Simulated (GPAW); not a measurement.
# BaTiO3 (P4mm): refractive index against wavelength

The refractive index of BaTiO3 (P4mm) along x below the direct gap (2.08 eV on the mesh) is read from one computed spectrum, n = √(Re ε). x, y and z are the Cartesian axes of the input cell.

Cell: a, b, c = 4.000, 4.000, 4.018 Å (primitive vectors), 5 atoms.

Method: GPAW 26.7.0, PBE, RPA, k-mesh 8×8×8, local fields up to 70 eV, Lorentzian half width 0.12 eV.

Launch of the response step: `OMP_NUM_THREADS=1 python df.py`. The run took 3.6 min, its band step included, on 1 thread of Arm Neoverse V2, with other jobs on the host.

| wavelength (nm) | photon energy E (eV) | n |
| --- | --- | --- |
| 3000 | 0.413 | 2.4439 |
| 2000 | 0.620 | 2.4535 |
| 1550 | 0.800 | 2.4654 |
| 1310 | 0.946 | 2.4778 |
| 1064 | 1.165 | ? |
| 850 | 1.459 | 2.5466 |

In the single-oscillator model n² − 1 = E₀E_d/(E₀² − E²), so 1/(n² − 1) = E₀/E_d − E²/(E₀E_d) is linear in E².

Working, on the rows shown:

| x = E² (eV²) | y = 1/(n² − 1) |
| --- | --- |
| 0.170801 | 0.2011 |
| 0.384302 | 0.199217 |
| 0.639837 | 0.19692 |
| 0.895757 | 0.194572 |
| 2.12762 | 0.18231 |

Means: x̄ = 0.84366, ȳ = 0.19482. Σ(x − x̄)(y − ȳ) = -0.02275, Σ(x − x̄)² = 2.357. Slope = -0.02275 / 2.357 = -0.009653; intercept = ȳ − slope · x̄ = 0.20297. Turned back into n, the line misses the rows shown by at most 0.0013.

Question: What does the fit predict for the withheld row, and how well does it do?

Answer: At x = 1.3578 the line gives y = 0.18986, that is 2.5034. The run gave 2.5017, so the interpolation is off by 0.0017, 1.7 % of the range in the table.

Refitted with all rows, the slope is -0.009602 and the intercept 0.20297. These give E₀ = √(intercept/−slope) = 4.60 eV and E_d = E₀/intercept = 22.7 eV; E₀ is 2.2 times the direct gap. The electronic limit at long wavelengths, without lattice vibrations, is n = √(1 + 1/intercept) = 2.435. The cell comes from an older database entry, whose edges can be off by a per cent or so. Excitons are left out; PBE gaps are as a rule too small. The values come from a sum over the points of one k-mesh and carry its error, which grows as the direct gap shrinks. This version of GPAW has incomplete matrix elements in the optical limit, which can lower ε − 1 by up to a tenth where first-row anions or d states rule. Spin-orbit coupling is left out.
